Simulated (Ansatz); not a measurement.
# Mg3AlN: relaxing a made-up structure, part 2 of 2

This structure for Mg3AlN is made up. Its elements were placed in a known structure type with a cell scaled to their sizes. What cell does the guess relax to, and how far off was it?

Ansatz 0.2.0; DFT, PBE, plane-wave PAW, files of the set soft_1, scalar-relativistic, no spin, cell and ions relaxed at zero pressure; PAW set soft_1 (the session's first sound run).

So far: The structure; Relaxation of the guess. The relaxed cell has a = 4.330 Å (conventional setting).

**3. Electronic structure of the relaxed cell**

A second self-consistent run takes a narrower smearing and the mesh shown in its input; the bands follow along the standard path of the relaxed lattice.

This step: DFT, PBE, plane-wave PAW, files of the set soft_1, scalar-relativistic, no spin, bands and density of states at the relaxed cell; PAW set soft_1 (Ansatz 0.2.0).

The input, input.yaml:

```yaml
crystal:
  lattice:
    - [4.3296762145, 0.0, 0.0]
    - [0.0, 4.3296762145, 0.0]
    - [0.0, 0.0, 4.3296762145]
  atoms:
    - { symbol: Al, position: [0.0, 0.0, 0.0] }
    - { symbol: Mg, position: [0.5, 0.5, 0.0] }
    - { symbol: Mg, position: [0.5, 0.0, 0.5] }
    - { symbol: Mg, position: [0.0, 0.5, 0.5] }
    - { symbol: "N", position: [0.5, 0.5, 0.5] }
kpoints:
  mp_grid: { grid: [8, 8, 8] }
  band_path:
    path:
      - [[0.0, 0.0, 0.0], [0.0, 0.5, 0.0], [0.5, 0.5, 0.0], [0.0, 0.0, 0.0], [0.5, 0.5, 0.5], [0.0, 0.5, 0.0]]
      - [[0.5, 0.5, 0.0], [0.5, 0.5, 0.5]]
    npoints: 13
scf:
  occupations: { method: fermi_dirac, width: 0.03 }
  n_extra_bands: 9
hamiltonian:
  xc: pbe
  pseudopotentials: { kind: paw, azcp: { folder: soft_1 } }
output:
  forces: true
  stress: true
  write_bands: true
  dos: { projected: true }
  write_density: true
  write_potential: true
  elf: true
  volumetric_format: npy
```

The run is started by

```bash
ansatz run input.yaml --threads 4 --pin off --max-ram 8192MiB --backend cpu --events-out ev --progress --plain --runs-dir out
```

Numbers of over 12 decimals in the logs are rounded to 6 here.

What it wrote:

```text
[...]
Crystal: 5 atoms, lattice volume = 81.165 Å³
Basis set: ecut = 420 eV, 1575 PW (Γ), exchange–correlation on 60×60×60 points (8 copies of the dense FFT grid, shifted against one another)
Bands: 28, of which v1, the nominal top of the filled ones, is band 19 counted from 1 (18 counted from 0)
Symmetry: 48 space group operations
[...]
k-points: 35 of 512
[...]
SCF iter   1: F=—  HF=-6694.091276 eV  |F-HF|=—  |Δ(HF+E_count)|=         —  Δρ=2.69e-2  dr2=5.45e-1  ethr=3.10e-3  ⟨swp⟩=6.5  Hψ=4723  notcnv=0
[...]
SCF iter   8: F=-6694.147928 eV  HF=-6694.147928 eV  |F-HF|=4.01e-9  |Δ(HF+E_count)|=   3.02e-8  Δρ=4.94e-6  dr2=1.84e-8  ethr=2.63e-10  ⟨swp⟩=13.3  Hψ=7285  notcnv=0
SCF 1 converged in 8 iterations: F = -6694.147928 eV  dr2 = 1.84e-8
[...]
NSCF: frozen V_eff on 80 k-points
SCF converged after 8 iterations
Free energy (F): -6694.147928 eV
[...]
Internal energy: -6694.142827 eV  (E = F + TS)
E sigma→0 (E₀):  -6694.145378 eV
Entropy (-TS):   -0.005101 eV (-1.020 meV/atom)
Fermi energy:    7.152804 eV
[...]
--- Stress (GPa, compression-positive) ---
       -0.006988       0.000000       0.000000
        0.000000      -0.006988       0.000000
        0.000000       0.000000      -0.006988
  P = ⅓ Tr σ = -0.0070 GPa (-0.070 kbar)
--- Band table (eV; the first three rows and the last of 35) ---
  k-point 0: bands = [... 15 lower, 3.5812, 3.5812, 8.0306, 8.0306, 8.4849, 8.4849, 8.4849, 11.6513, ... 5 higher]
  k-point 1: bands = [... 15 lower, 3.6252, 3.6252, 7.2565, 8.1377, 8.3822, 8.3822, 9.2061, 12.2014, ... 5 higher]
  k-point 2: bands = [... 15 lower, 3.7388, 3.7388, 6.2533, 8.1132, 8.1132, 8.4413, 10.2436, 12.2770, ... 5 higher]
  k-point 34: bands = [... 15 lower, 2.8778, 3.3007, 4.6887, 4.6887, 4.6887, 10.3985, 10.3985, 10.3985, ... 5 higher]
```

The job ended after 1.9 s (4 threads of Intel Xeon at 2.60GHz (Ice Lake), shared host; peak memory 0.46 GiB; 6.2 s of CPU time).

Numbers from this step:

```
free energy             : -6694.1479 eV
energy at zero smearing : -6694.1454 eV
smearing term TS        : 0.005101 eV
Fermi energy            : 7.153 eV
pressure                : -0.006988 GPa
```

From bands.tsv, the bands that come nearest the Fermi level along the path, at its corners, in eV from the Fermi level:

| point | band 16 | band 17 | band 18 | band 19 | band 20 | band 21 | band 22 | band 23 |
| --- | --- | --- | --- | --- | --- | --- | --- | --- |
| Γ | -3.57 | -3.57 | 0.88 | 0.88 | 1.33 | 1.33 | 1.33 | 4.50 |
| X | -3.23 | -3.23 | -2.20 | 0.54 | 0.54 | 1.95 | 4.34 | 4.85 |
| M | -5.13 | -3.05 | -0.46 | -0.46 | 0.66 | 1.68 | 3.27 | 3.27 |
| Γ | -3.57 | -3.57 | 0.88 | 0.88 | 1.33 | 1.33 | 1.33 | 4.50 |
| R | -4.27 | -3.85 | -2.46 | -2.46 | -2.46 | 3.25 | 3.25 | 3.25 |
| X | -3.23 | -3.23 | -2.20 | 0.54 | 0.54 | 1.95 | 4.34 | 4.85 |
| M | -5.13 | -3.05 | -0.46 | -0.46 | 0.66 | 1.68 | 3.27 | 3.27 |
| R | -4.27 | -3.85 | -2.46 | -2.46 | -2.46 | 3.25 | 3.25 | 3.25 |

Counts of states for the cell as run, both spins, by energy window (eV from the Fermi level): Near the top, bands beyond those computed are missing, so counts there can be too low.

```
from  to  total
  -8  -7   0.00
  -7  -6   1.46
  -6  -5   0.56
  -5  -4   2.14
  -4  -3   3.02
  -3  -2   1.02
  -2  -1   2.07
  -1   0   1.75
   0   1   1.84
   1   2   0.62
   2   3   1.43
   3   4   3.35
   4   5   2.01
   5   6   1.29
```

Below -8 eV lie 26.0 more states.

Electrostatic potential energy in the ac plane at fractional y = 0.500, with atoms of Mg and N within 0.2 Å of it. With pseudopotentials it is smooth inside the atoms' cores, unlike the true potential.

Ten even steps from '0' (-86 eV) to '9' (10 eV), each cell a mean:
```
99998510279999
99999754689999
99999988999999
99999999999999
67999988899987
14799855689962
01699743589840
02799754589851
46899977899975
88999999999998
99999999999999
99999876799999
99998621479999
99998400169999
```
Columns run along a (4.3 Å; values clipped at the 3rd and 97th percentile), rows up along c (4.3 Å). Atoms in or near the plane, at fractional coordinates: Mg at (0.50, 0.00), Mg at (0.00, 0.50), N at (0.50, 0.50).

ELF in the ac plane at fractional y = 0.500, with atoms of Mg and N within 0.2 Å of it. It is the smooth field of the valence electrons, not physical close to the nuclei.

Values, 14 rows by 14 columns, each cell a mean:
```
0.53 0.50 0.41 0.19 0.06 0.26 0.29 0.23 0.31 0.17 0.07 0.28 0.46 0.52
0.47 0.44 0.36 0.21 0.07 0.11 0.24 0.27 0.20 0.07 0.10 0.27 0.40 0.46
0.27 0.28 0.26 0.22 0.19 0.15 0.14 0.14 0.14 0.16 0.20 0.23 0.27 0.28
0.07 0.08 0.13 0.25 0.40 0.54 0.60 0.61 0.59 0.50 0.34 0.20 0.10 0.07
0.21 0.13 0.06 0.28 0.60 0.77 0.81 0.82 0.80 0.72 0.50 0.16 0.07 0.17
0.28 0.30 0.12 0.28 0.72 0.80 0.67 0.55 0.73 0.80 0.59 0.14 0.20 0.31
0.13 0.28 0.18 0.27 0.75 0.77 0.39 0.14 0.55 0.82 0.61 0.14 0.27 0.23
0.23 0.31 0.15 0.28 0.73 0.79 0.57 0.39 0.67 0.81 0.60 0.14 0.24 0.29
0.30 0.22 0.07 0.28 0.65 0.80 0.79 0.77 0.80 0.77 0.54 0.15 0.11 0.26
0.07 0.05 0.10 0.26 0.48 0.65 0.73 0.75 0.72 0.60 0.40 0.19 0.07 0.06
0.18 0.19 0.21 0.23 0.26 0.28 0.28 0.27 0.28 0.28 0.25 0.22 0.21 0.19
0.42 0.40 0.33 0.21 0.10 0.07 0.15 0.18 0.12 0.06 0.13 0.26 0.36 0.41
0.52 0.49 0.40 0.19 0.05 0.22 0.31 0.28 0.30 0.13 0.08 0.28 0.44 0.50
0.54 0.52 0.42 0.18 0.07 0.30 0.23 0.13 0.28 0.21 0.07 0.27 0.47 0.53
```
Columns run along a (4.3 Å), rows up along c (4.3 Å). Atoms in or near the plane, at fractional coordinates: Mg at (0.50, 0.00), Mg at (0.00, 0.50), N at (0.50, 0.50).

Valence density in the ac plane at fractional y = 0.500, with atoms of Mg and N within 0.2 Å of it. It is the smooth field of the valence electrons, not physical close to the nuclei.

Values in e/Å³, 14 rows by 14 columns, each cell a mean:
```
 0  0  0  0  0  2 11 17  8  1  0  0  0  0
 0  0  0  0  0  0  2  4  1  0  0  0  0  0
 0  0  0  0  0  0  0  0  0  0  0  0  0  0
 0  0  0  0  0  0  0  0  0  0  0  0  0  0
 1  0  0  0  0  1  1  1  1  0  0  0  0  1
12  5  0  0  1  1  2  3  2  1  0  0  1  8
25 12  1  0  1  2  3  3  3  1  0  0  4 17
17  8  1  0  1  2  3  3  2  1  0  0  2 11
 4  1  0  0  0  1  2  2  1  1  0  0  0  2
 0  0  0  0  0  0  1  1  1  0  0  0  0  0
 0  0  0  0  0  0  0  0  0  0  0  0  0  0
 0  0  0  0  0  0  1  1  0  0  0  0  0  0
 0  0  0  0  0  1  8 12  5  0  0  0  0  0
 0  0  0  0  0  4 17 25 12  1  0  0  0  0
```
Columns run along a (4.3 Å), rows up along c (4.3 Å). Atoms in or near the plane, at fractional coordinates: Mg at (0.50, 0.00), Mg at (0.00, 0.50), N at (0.50, 0.50).

**4. Results**

```yaml
space_group_relaxed: Pm-3m
conventional_cell: a = 4.330, b = 4.330, c = 4.330 Å; α = 90.0°, β = 90.0°, γ = 90.0°
volume_per_atom: 16.23 Å³ (guess 18.24)
```

Mg3AlN relaxes to Pm-3m with a = 4.330, b = 4.330 and c = 4.330 Å. The guessed volume was 12 % too large. The space group Pm-3m was held in the relaxation, so the end point is a stationary structure within it and may be a saddle against distortions or other arrangements. Bands cross the Fermi level, so it is a metal or semimetal at this level. On the 8×8×8 mesh with the narrower smearing (relaxed on 6×6×6) the forces vanish, as symmetry may demand, and the largest stress component is 0.007 GPa, within the relaxation's thresholds of 0.015 eV/Å and 0.05 GPa. The cutoff wasn't tested. No dispersion term is used, so weakly bound directions may come out too long. Nothing here tests whether the compound is stable against decomposition.

[Logs are printed without paths, hosts, clocks, repeated set-up lines and the standing remarks that a program may print on its own settings, such as how far it seeks lower states.]

[Hosts, paths, dates, database ids (printed as entryN), source tags and the programs' standing remarks are cut or masked in the printed files.]
